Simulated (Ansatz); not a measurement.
# How W(100) screens a field, part 2 of 2

Aim: image plane and induced charge of W(100).

Ansatz 0.2.0; plane-wave DFT, PBE, Ansatz PAW.

So far. Step 8 (Atoms held, field -0.2 V/Å): The dipole is -0.117 e·Å. Step 9 (Single point, field 0.4 V/Å): The dipole is 0.234 e·Å.

### 10. The response

This step: plane-wave DFT, PBE, Ansatz PAW; screening of a field by a metal slab (Ansatz 0.2.0).

The dipoles give the slope, and the difference of two potentials shows where the field is screened.

This step gave:

* equivalent conductor thickness p/(ε₀AE): 10.56 Å
* distance between the outer atoms: 6.320 Å
* image plane, upper face: 2.078 Å
* induced electrons on the upper face over ε₀E: -1.007
* image plane, lower face: 2.078 Å
* induced electrons on the lower face over ε₀E: 1.007

Table of dipole of the cell by applied field:

| applied field (V/Å) | dipole of the cell (e·Å) |
| --- | --- |
| -0.200 | -0.117 |
| -0.100 | -0.0583 |
| -0.050 | -0.0291 |
| 0.000 | 0 |
| 0.050 | 0.0291 |
| 0.100 | 0.0583 |
| 0.200 | 0.117 |
| 0.400 | 0.234 |

Local field over the applied field, running mean. From the potentials at -0.05 and 0.05 V/Å; running mean over 1.58 Å. Table of local field over applied field by z:

| z (Å) | local field over applied field |
| --- | --- |
| 5 | 0.974 |
| 6 | 0.873 |
| 7 | 0.529 |
| 8 | 0.0446 |
| 9 | -0.0399 |
| 10 | 0.00599 |
| 11 | 0.00249 |
| 12 | -0.00756 |
| 13 | -0.00163 |
| 14 | 0.00739 |
| 15 | -0.0142 |
| 16 | -0.0287 |
| 17 | 0.357 |
| 18 | 0.799 |
| 19 | 0.956 |
| 20 | 0.992 |

Electrons, planar mean, per unit field. The induced electron density by z:

| z (Å) | induced electron density (e/Å³ per V/Å) |
| --- | --- |
| 4.5 | 8.1e-5 |
| 5.0 | 1.9e-4 |
| 5.5 | 4.1e-4 |
| 6.0 | 8.7e-4 |
| 6.5 | 0.00173 |
| 7.0 | 0.00299 |
| 7.5 | 0.00387 |
| 8.0 | 0.00253 |
| 8.5 | -0.00148 |
| 9.0 | -1.8e-4 |
| 9.5 | -1.2e-4 |
| 10.0 | -1.3e-4 |
| 10.5 | 3.6e-5 |
| 11.0 | 1.4e-4 |
| 11.5 | 6.4e-5 |
| 12.0 | -1.0e-5 |
| 12.5 | 4.8e-6 |
| 13.0 | -1.0e-4 |
| 13.5 | -1.2e-4 |
| 14.0 | 3.7e-5 |
| 14.5 | 4.8e-5 |
| 15.0 | 3.0e-4 |
| 15.5 | 6.8e-4 |
| 16.0 | 2.3e-4 |
| 16.5 | -0.00344 |
| 17.0 | -0.00370 |
| 17.5 | -0.00252 |
| 18.0 | -0.00137 |
| 18.5 | -6.7e-4 |
| 19.0 | -3.1e-4 |
| 19.5 | -1.4e-4 |
| 20.0 | -5.9e-5 |

By hand: between -0.05 and 0.05 V/Å the dipole changes by 0.05829 e·Å, a slope of 0.5829 e·Å²/V. A perfect conductor of thickness t has p = ε₀AEt, so t = 180.95 × 0.5829 / 9.986 = 10.56 Å (e/ε₀ = 180.95 V·Å, A in Å²). Less the 6.32 Å between the outer atoms, and halved, that puts each image plane 2.12 Å out.

The induced dipole is that of a conductor 10.56 Å thick.

### 11. The same run with other settings

This step: plane-wave DFT, PBE, Ansatz PAW (Ansatz 0.2.0).

An input spoilt on purpose, to show how the run answers: it repeats the earlier run at 0.05 V/Å with efield.amplitude from 0.05 to 0 and efield.dipole_correction from true to false, and scf.max_iter set to 60.

File input.yaml:

```yaml
crystal:
  lattice:
    - [3.16, 0.0, 0.0]
    - [0.0, 3.16, 0.0]
    - [0.0, 0.0, 24.32]
  atoms:
    - { symbol: W, position: [0.0, 0.0, 0.3700657895] }
    - { symbol: W, position: [0.5, 0.5, 0.4350328947] }
    - { symbol: W, position: [0.0, 0.0, 0.5] }
    - { symbol: W, position: [0.5, 0.5, 0.5649671053] }
    - { symbol: W, position: [0.0, 0.0, 0.6299342105] }
kpoints:
  mp_grid: { grid: [16, 16, 1] }
hamiltonian:
  xc: pbe
scf:
  occupations: { method: fermi_dirac, width: 0.1 }
  convergence: { dr2_threshold: 1.0e-10 }
  max_iter: 60
efield:
  axis: 3
  dipole_correction: false
  ramp_position: 0.97
  ramp_width: 0.06
  amplitude: 0
output:
  forces: true
  write_potential: true
  write_density: true
  volumetric_format: npy
```

Command:

```
ansatz run input.yaml --threads 2 --pin off --max-ram 3072MiB --backend cpu --events-out ev --progress --plain --runs-dir out
```

Standard output:

```text
Error: invalid value for `efield.amplitude`: is zero with dipole_correction: false — the section would apply nothing; set a non-zero amplitude, enable dipole_correction, or remove the block
```

Elapsed: 0.03 s, on 2 threads of Arm Neoverse N1, shared host; peak memory 0.031 GiB.

The program refused the input before any cycle.

The program's message: “Error: invalid value for `efield.amplitude`: is zero with dipole_correction: false — the section would apply nothing; set a non-zero amplitude, enable dipole_correction, or remove the block”

The fault put into the input: a field block that applies nothing.

### 12. The same run with other settings: scf.lower_state_search = "standard"

Another changed input: it repeats the earlier run at 0.05 V/Å with scf.lower_state_search to standard.

input.yaml: that of step 11 with these lines changed.

```diff
@@ -18,9 +18,9 @@
   convergence: { dr2_threshold: 1.0e-10 }
-  max_iter: 60
+  lower_state_search: standard
 efield:
   axis: 3
-  dipole_correction: false
+  dipole_correction: true
   ramp_position: 0.97
   ramp_width: 0.06
-  amplitude: 0
+  amplitude: 0.05
 output:
```

Standard output:

```text
[...]
Crystal: 5 atoms, lattice volume = 242.850 Å³
Basis set: ecut = 420 eV, 4785 PW (Γ), exchange–correlation on 48×48×360 points (8 copies of the dense FFT grid, shifted against one another)
Bands: 42, of which v1, the nominal top of the filled ones, is band 35 counted from 1 (34 counted from 0)
Symmetry: 8 space group operations
k-points: 45 of 256
[...]
SCF iter   1: F=—  HF=-51922.468350 eV  |F-HF|=—  |Δ(HF+E_count)|=         —  Δρ=4.54e-2  dr2=3.70e1  ethr=3.10e-3  p=0.026 e·Å  D=1.93e-2 V/Å  ΔV_dip=-0.47 eV  dr2_dipole=1.54e-4  V_vac-E_F(+/−)=6.96/6.32 eV  ⟨swp⟩=9.6  Hψ=9533  notcnv=0
[...]
SCF iter  13: F=-51918.923517 eV  HF=-51918.923517 eV  |F-HF|=0.00e0  |Δ(HF+E_count)|=   1.58e-9  Δρ=1.01e-7  dr2=4.37e-11  ethr=1.00e-12  p=0.029 e·Å  D=2.17e-2 V/Å  ΔV_dip=-0.53 eV  dr2_dipole=4.78e-14  V_vac-E_F(+/−)=4.51/3.93 eV  ⟨swp⟩=11.5  Hψ=13206  notcnv=0
SCF 1 converged in 13 iterations: F = -51918.923517 eV  dr2 = 4.37e-11
[...]
SCF converged after 13 iterations
Free energy (F): -51918.923517 eV
[...]
Internal energy: -51918.724303 eV  (E = F + TS)
E sigma→0 (E₀):  -51918.823910 eV
Entropy (-TS):   -0.199214 eV (-39.843 meV/atom)
Fermi energy:    4.601034 eV
Dipole field:    D = 0.021718 V/Å  (p = 0.029147 e·Å, saw-weighted, corrected)
Work function:   not extracted (applied field tilts the vacuum); planar V_es + V_field profile in the machine report
[...]
--- Forces (eV/Å), atoms counted from 1 ---
  atom   1  W      0.00000000    -0.00000000     1.34770103
  atom   2  W     -0.00000000    -0.00000000    -1.62094063
  atom   3  W     -0.00000000     0.00000000    -0.00141398
  atom   4  W      0.00000000     0.00000000     1.62750310
  atom   5  W     -0.00000000     0.00000000    -1.35284900
  max |Σ_I F_I| component: 5.20e-7 eV/Å
--- Band table (eV; the first three rows and the last of 45) ---
  k-point 0: bands = [... 31 lower, 3.9029, 3.9029, 4.2408, 4.3159, 4.3711, 4.7418, 4.7418, 4.9878, ... 3 higher]
  k-point 1: bands = [... 31 lower, 3.9635, 4.0646, 4.1624, 4.3922, 4.4201, 4.4276, 5.0358, 5.3375, ... 3 higher]
  k-point 2: bands = [... 31 lower, 3.8658, 3.9828, 4.1752, 4.2289, 4.5476, 4.6844, 5.5005, 5.5421, ... 3 higher]
  k-point 44: bands = [... 31 lower, 3.7255, 3.7255, 6.4100, 6.4328, 6.4328, 6.5940, 7.0143, 7.0143, ... 3 higher]
```

It took 62 s on 2 threads; peak memory 0.6 GiB.

This step gave:

```
energy at zero smearing : -51918.8239 eV
dipole along the normal : 0.02915 e·Å
```

Force by atom:

| atom | x (eV/Å) | y (eV/Å) | z (eV/Å) | size |
| --- | --- | --- | --- | --- |
| W1 | 0.00 | 0.00 | 1.35 | 1.35 |
| W2 | 0.00 | 0.00 | -1.62 | 1.62 |
| W3 | 0.00 | 0.00 | 0.00 | 0.00 |
| W4 | 0.00 | 0.00 | 1.63 | 1.63 |
| W5 | 0.00 | 0.00 | -1.35 | 1.35 |

| quantity | this run | earlier run | difference |
| --- | --- | --- | --- |
| dipole along the normal (e·Å) | 0.02915 | 0.02915 | 0 |

The dipole moves by under 0.5 % or 5e-5 e·Å.

### 13. Results

| Item | Value |
| --- | --- |
| work function | 4.23 eV |
| image plane, upper face | 2.08 Å |
| induced electrons on the upper face over ε₀E | -1.01 |
| equivalent conductor thickness p/(ε₀AE) | 10.6 Å |

The induced charge has its centre 2.08 Å outside the outermost atoms; this is the plane from which a capacitor's gap or an image potential counts. The equivalent conductor thickness exceeds the distance between the outer atoms by 4.24 Å, about the sum of the two image-plane distances. The atoms are held at bulk positions with the tabulated experimental lattice constant.

[Long decimals in the printed logs are rounded to 6 places.]

[Logs are printed without paths, hosts, clocks, repeated set-up lines and the standing remarks that a program may print on its own settings, such as how far it seeks lower states.]

[Hosts, paths, dates, database ids (printed as entryN), source tags and the programs' standing remarks are cut or masked in the printed files.]

[Maps of the electrostatic potential energy from Ansatz leave out the sawtooth potential of an applied field or a dipole correction, so their vacuum need not be flat; planar profiles and work functions include it.]
